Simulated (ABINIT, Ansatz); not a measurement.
# InF3 (R-3c): G0W0 with ABINIT, start to end

Aim: the G0W0 gap of InF3 (R-3c) on LDA, step by step.

Program: ABINIT 10.8.3. Level of theory: LDA and many-body steps on it, plane waves. Results are calculated unless marked as measured.

### 1. Starting point

The structure is trigonal, space group R-3c (No. 167). The conventional cell has a = 5.204 Å, b = 5.204 Å, c = 14.723 Å, α = 90.00°, β = 90.00°, γ = 120.00°. Nearest to In lie 6 F at 2.08 Å. F has 2 In at 2.08 Å nearest. Farther neighbours and most contacts between anions are not listed.

The cell and positions are those that the Materials Project relaxed with its own functionals (PBE, PBE+U or r2SCAN), kept fixed.

### 2. Ground state

This step: ABINIT 10.8.3; DFT, LDA, plane waves, norm-conserving pseudopotentials.

The ground-state density comes first.

The input, run.abi:

```
acell 3*1.0 Angstrom
rprim 
  2.602141182914 1.502346912402 4.907506134507
  -2.602141182914 1.502346912402 4.907506134507
  0.000000000000 -3.004693824873 4.907506134486
ntypat 2
znucl 49 9
natom 8
typat 1 1 2 2 2 2 2 2
xred 
  0.500000000000 0.500000000000 0.500000000000
  -0.000000000000 0.000000000000 0.000000000000
  0.395709220000 0.750000000000 0.104290780000
  0.750000000000 0.104290780000 0.395709220000
  0.895709220000 0.604290780000 0.250000000000
  0.250000000000 0.895709220000 0.604290780000
  0.604290780000 0.250000000000 0.895709220000
  0.104290780000 0.395709220000 0.750000000000
pp_dirpath "pseudos"
pseudos "In.upf, F.upf"
ecut 36
ngkpt 6 6 6
nshiftk 1
shiftk 0 0 0
kptopt 1
chksymbreak 0
nband 50
occopt 1
tolvrs 1e-10
nstep 60
prtwf 0
optforces 0
optstress 0
indata_prefix "in"
outdata_prefix "out"
tmpdata_prefix "tmp"
```

Launch:

```sh
$ OMP_NUM_THREADS=1 mpirun -n 4 abinit run.abi > log
```

Numbers of over 12 decimals in the logs are rounded to 6 here.

The log of the run:

```text
.Version 10.8.3 of ABINIT. v10.8.2 released Aug 2026.

 Symmetries : space group R-3 c (#167); Bravais hR (rhombohedral)
================================================================================
 Values of the parameters that define the memory need of the present run
     intxc =       0    ionmov =       0      iscf =       7    lmnmax =       6
     lnmax =       6     mgfft =      60  mpssoang =       3    mqgrid =    3001
     natom =       8  nloc_mem =       1    nspden =       1   nspinor =       1
    nsppol =       1      nsym =      12    n1xccc =    2501    ntypat =       2
    occopt =       1   xclevel =       1
-    mband =          50        mffmem =           1         mkmem =           8
       mpw =        8032          nfft =      216000          nkpt =          32
================================================================================
  Rough estimation (10% accuracy) of disk space for files :
================================================================================

--------------------------------------------------------------------------------
------------- Echo of variables that govern the present computation ------------
--------------------------------------------------------------------------------
 -outvars: echo values of preprocessed input variables --------
            acell      1.8897261259E+00  1.8897261259E+00  1.8897261259E+00 Bohr

      chksymbreak           0
             ecut      3.60000000E+01 Hartree
-          fftalg         312

              ixc       -1012
              kpt      0.00000000E+00  0.00000000E+00  0.00000000E+00
                       1.66666667E-01  0.00000000E+00  0.00000000E+00
                       3.33333333E-01  0.00000000E+00  0.00000000E+00
                       5.00000000E-01  0.00000000E+00  0.00000000E+00
                       1.66666667E-01  1.66666667E-01  0.00000000E+00
                       3.33333333E-01  1.66666667E-01  0.00000000E+00
                       5.00000000E-01  1.66666667E-01  0.00000000E+00
                      -3.33333333E-01  1.66666667E-01  0.00000000E+00
                      -1.66666667E-01  1.66666667E-01  0.00000000E+00
   [... 21 further rows ...]
                      -3.33333333E-01  5.00000000E-01  3.33333333E-01
                       5.00000000E-01  5.00000000E-01  5.00000000E-01
         kptrlatt        6    0    0      0    6    0      0    0    6
          kptrlen      5.90080101E+01
P           mkmem           8
            natom           8
            nband          50
            ngfft          60      60      60
             nkpt          32
            nstep          60
             nsym          12
           ntypat           2
              occ      2.000000  2.000000  2.000000  2.000000  2.000000  2.000000
                       2.000000  2.000000  2.000000  2.000000  2.000000  2.000000
                       2.000000  2.000000  2.000000  2.000000  2.000000  2.000000
                       2.000000  2.000000  2.000000  2.000000  2.000000  2.000000
                       2.000000  2.000000  2.000000  2.000000  2.000000  2.000000
                       2.000000  2.000000  2.000000  2.000000  2.000000  2.000000
                       2.000000  2.000000  2.000000  2.000000  2.000000  2.000000
                       0.000000  0.000000  0.000000  0.000000  0.000000  0.000000
                       0.000000  0.000000
        optforces           0
        optstress           0
            prtwf           0
            rprim      2.6021411829E+00  1.5023469124E+00  4.9075061345E+00
[...]
spgroup         167

           tolvrs      1.00000000E-10

             xred      5.0000000000E-01  5.0000000000E-01  5.0000000000E-01
[...]
znucl       49.00000    9.00000

================================================================================

 chkinp: Checking input parameters for consistency.

================================================================================
== DATASET  1 ==================================================================
-   mpi_nproc: 4, omp_nthreads: 1 (-1 if OMP is not activated)

--- !DatasetInfo
iteration_state: {dtset: 1, }
dimensions: {natom: 8, nkpt: 32, mband: 50, nsppol: 1, nspinor: 1, nspden: 1, mpw: 8032, }
cutoff_energies: {ecut:  36.0, pawecutdg:  -1.0, }
electrons: {nelect:   8.40000000E+01, charge:   0.00000000E+00, occopt:   1.00000000E+00, tsmear:   1.00000000E-02, }

 Real(R)+Recip(G) space primitive vectors, cartesian coordinates (Bohr,Bohr^-1):
 R(1)=  4.9173342  2.8390242  9.2738426  G(1)=  0.1016811  0.0587056  0.0359434
 R(2)= -4.9173342  2.8390242  9.2738426  G(2)= -0.1016811  0.0587056  0.0359434
 R(3)=  0.0000000 -5.6780484  9.2738426  G(3)=  0.0000000 -0.1174112  0.0359434
 Unit cell volume ucvol=  7.7680102E+02 bohr^3
 Angles (23,13,12)=  5.37710328E+01  5.37710328E+01  5.37710328E+01 degrees

 getcut: wavevector=  0.0000  0.0000  0.0000  ngfft=  60  60  60
         ecut(hartree)=     36.000   => boxcut(ratio)=   2.04307

--- Pseudopotential description ------------------------------------------------
- In Generated using ONCVPSP code by D. R. Hamann
- 49.00000  21.00000  180309                  znucl, zion, pspdat
12 -1012 2 -1 1894                            pspcod,pspxc,lmax,lloc,mmax
     nproj     2     2     2
[...]
- F Generated using ONCVPSP code by D. R. Hamann
-  9.00000   7.00000  201202                  znucl, zion, pspdat
12 -1012 2 -1 824                             pspcod,pspxc,lmax,lloc,mmax
     nproj     2     2     1
  pspatm : epsatm=    4.94580260
         --- l  ekb(1:nproj) -->
[...]
2   -2.364936
 pspatm: atomic psp has been read  and splines computed

   8.19341384E+03                                ecore*ucvol(ha*bohr**3)
--------------------------------------------------------------------------------

_setup2: Arith. and geom. avg. npw (full set) are    8013.366    8013.359

================================================================================

--- !BeginCycle
iteration_state: {dtset: 1, }
solver: {iscf: 7, nstep: 60, nline: 4, wfoptalg: 0, }
tolerances: {tolvrs: 1.00E-10, }

     iter   Etot(hartree)      deltaE(h)  residm     vres2
 ETOT  1  -545.46213456308    -5.455E+02 3.046E-01 1.149E+03
 ETOT  2  -546.09317122073    -6.310E-01 1.628E-02 8.549E+02
 ETOT  3  -546.36643211484    -2.733E-01 5.687E-03 3.898E+01
 ETOT  4  -546.37292896730    -6.497E-03 4.686E-03 3.461E+00
 ETOT  5  -546.37370094839    -7.720E-04 1.040E-01 2.482E-01
 ETOT  6  -546.37373696117    -3.601E-05 3.522E-03 7.164E-03
 ETOT  7  -546.37373771437    -7.532E-07 5.349E-04 8.800E-05
 ETOT  8  -546.37373772314    -8.767E-09 5.601E-04 2.708E-06
 ETOT  9  -546.37373772359    -4.496E-10 2.336E-04 1.324E-07
 ETOT 10  -546.37373772360    -1.467E-11 3.550E-04 2.167E-09
 ETOT 11  -546.37373772361    -1.137E-11 1.630E-04 1.299E-10
 ETOT 12  -546.37373772364    -2.467E-11 2.375E-04 2.177E-11

 At SCF step   12       vres2   =  2.18E-11 < tolvrs=  1.00E-10 =>converged.

--- !ResultsGS
iteration_state: {dtset: 1, }
comment   : Summary of ground state results
lattice_vectors:
- [  4.9173342,   2.8390242,   9.2738426, ]
- [ -4.9173342,   2.8390242,   9.2738426, ]
- [  0.0000000,  -5.6780484,   9.2738426, ]
lattice_lengths: [  10.87402,   10.87402,   10.87402, ]
lattice_angles: [ 53.771,  53.771,  53.771, ] # degrees, (23, 13, 12)
lattice_volume:   7.7680102E+02
convergence: {deltae: -2.467E-11, res2:  2.177E-11, residm:  2.375E-04, diffor:  0.000E+00, }
etotal    :  -5.46373738E+02
entropy   :   0.00000000E+00
fermie    :  -3.76471001E-02
cartesian_stress_tensor: null
pressure_GPa: null
xred      :
- [  5.0000E-01,   5.0000E-01,   5.0000E-01, In]
- [  0.0000E+00,   0.0000E+00,   0.0000E+00, In]
- [  3.9571E-01,   7.5000E-01,   1.0429E-01,  F]
- [  7.5000E-01,   1.0429E-01,   3.9571E-01,  F]
- [  8.9571E-01,   6.0429E-01,   2.5000E-01,  F]
- [  2.5000E-01,   8.9571E-01,   6.0429E-01,  F]
- [  6.0429E-01,   2.5000E-01,   8.9571E-01,  F]
- [  1.0429E-01,   3.9571E-01,   7.5000E-01,  F]
cartesian_forces: null
force_length_stats: {min: null, max: null, mean: null, }

 Integrated electronic density in atomic spheres:
 ------------------------------------------------
 Atom  Sphere_radius  Integrated_density
[...]
================================================================================

 ----iterations are completed or convergence reached----

 Mean square residual over all n,k,spin=   52.982E-08; max=  23.746E-05
 reduced coordinates (array xred) for    8 atoms
[...]
0.750000000000      0.104290780000      0.395709220000
       0.895709220000      0.604290780000      0.250000000000
       0.250000000000      0.895709220000      0.604290780000
       0.604290780000      0.250000000000      0.895709220000
       0.104290780000      0.395709220000      0.750000000000
 rms dE/dt=  0.0000E+00; max dE/dt=  0.0000E+00; dE/dt below (all hartree)
    1       0.000000000000      0.000000000000      0.000000000000
    2       0.000000000000      0.000000000000      0.000000000000
    3       0.000000000000      0.000000000000      0.000000000000
    4       0.000000000000      0.000000000000      0.000000000000
    5       0.000000000000      0.000000000000      0.000000000000
    6       0.000000000000      0.000000000000      0.000000000000
    7       0.000000000000      0.000000000000      0.000000000000
    8       0.000000000000      0.000000000000      0.000000000000

 cartesian coordinates (angstrom) at end:
    1      0.000000    -3.45e-11     7.361259
    2      0.000000     0.000000     0.000000
    3     -0.921915     1.407891     6.134383
    4      1.680227     0.094456     6.134383
    5      0.758312     1.502347     8.588136
    6     -1.680227    -0.094456     8.588136
    7      0.921915    -1.407891     8.588136
    8     -0.758312    -1.502347     6.134383
 length scales=  1.889726125908  1.889726125908  1.889726125908 bohr
              =  1.000000000000  1.000000000000  1.000000000000 angstroms
 prteigrs : about to open file out_EIG
 Fermi (or HOMO) energy (hartree) =  -0.03765   Average Vxc (hartree)=  -0.37863
 Eigenvalues (hartree) for nkpt=  32  k points:
 kpt#   1, nband= 50, wtk=  0.00463, kpt=  0.0000  0.0000  0.0000 (reduced coord)
  -4.11497   -4.11496   -2.59421   -2.59421   -2.59419   -2.59419   -2.59355   -2.59352
  -0.77003   -0.75295   -0.75295   -0.74826   -0.74452   -0.74452   -0.44002   -0.44002
  -0.42236   -0.42236   -0.42146   -0.41613   -0.41592   -0.41592   -0.39554   -0.39554
  -0.22822   -0.15250   -0.15250   -0.13983   -0.08876   -0.08417   -0.08378   -0.07897
  -0.07897   -0.05970   -0.05970   -0.04857   -0.04603   -0.04603   -0.04414   -0.04414
  -0.03882   -0.03882    0.10973    0.30850    0.34547    0.38581    0.38581    0.42215
   0.45541    0.45542
 prteigrs : prtvol=0 or 1, do not print more k-points.

--- !EnergyTerms
iteration_state     : {dtset: 1, }
comment             : Components of total free energy in Hartree
kinetic             :  2.32605056742680E+02
hartree             :  1.93907985808891E+02
xc                  : -8.82137429969643E+01
Ewald energy        : -2.90113483395514E+02
psp_core            :  1.05476352476352E+01
local_psp           : -5.54038878926754E+02
non_local_psp       : -5.10683102036108E+01
total_energy        : -5.46373737723637E+02
total_energy_eV     : -1.48675868118582E+04
band_energy         : -6.80586171351134E+01

== END DATASET(S) ==============================================================
================================================================================

 -outvars: echo values of variables after computation  --------
           etotal     -5.4637373772E+02
            nband          50
             nkpt          32
          spgroup         167
 [... the other variables as echoed above ...]

 Calculation completed.
```

The job ended after 2.9 min (4 MPI ranks of Arm Neoverse V2, shared host; peak memory 0.68 GiB).

Numbers from this step:

```
total energy               : -14867.5868 eV
gap                        : 4.010 eV
k of the valence top       : 0.5, 0.5, 0
k of the conduction bottom : 0, 0, 0
least direct gap           : 4.042 eV
```

The gap is indirect, with the least direct gap 0.03 eV higher.

[end of part 1 of 3]

[Paths, hosts, dates, memory and timing lines, banners, echoed tables and standing remarks are left out of the program output.]

[Logs are printed without paths, hosts, clocks, repeated set-up lines and the standing remarks that a program may print on its own settings, such as how far it seeks lower states.]

[Runs of the session that timed out or met a known fault of the program may be left out.]

[Hosts, paths, dates, database ids (printed as entryN), source tags and the programs' standing remarks are cut or masked in the printed files.]

[G0W0 gaps are taken among the corrected bands and points alone; a level outside them can change the order at an edge.]

[Where Ansatz stands beside ABINIT at settings called matched, ABINIT's density can come from a denser mesh and the files from another edition; pairs whose starting gaps differed by over 0.03 eV were left out, so agreement reads better than it is.]
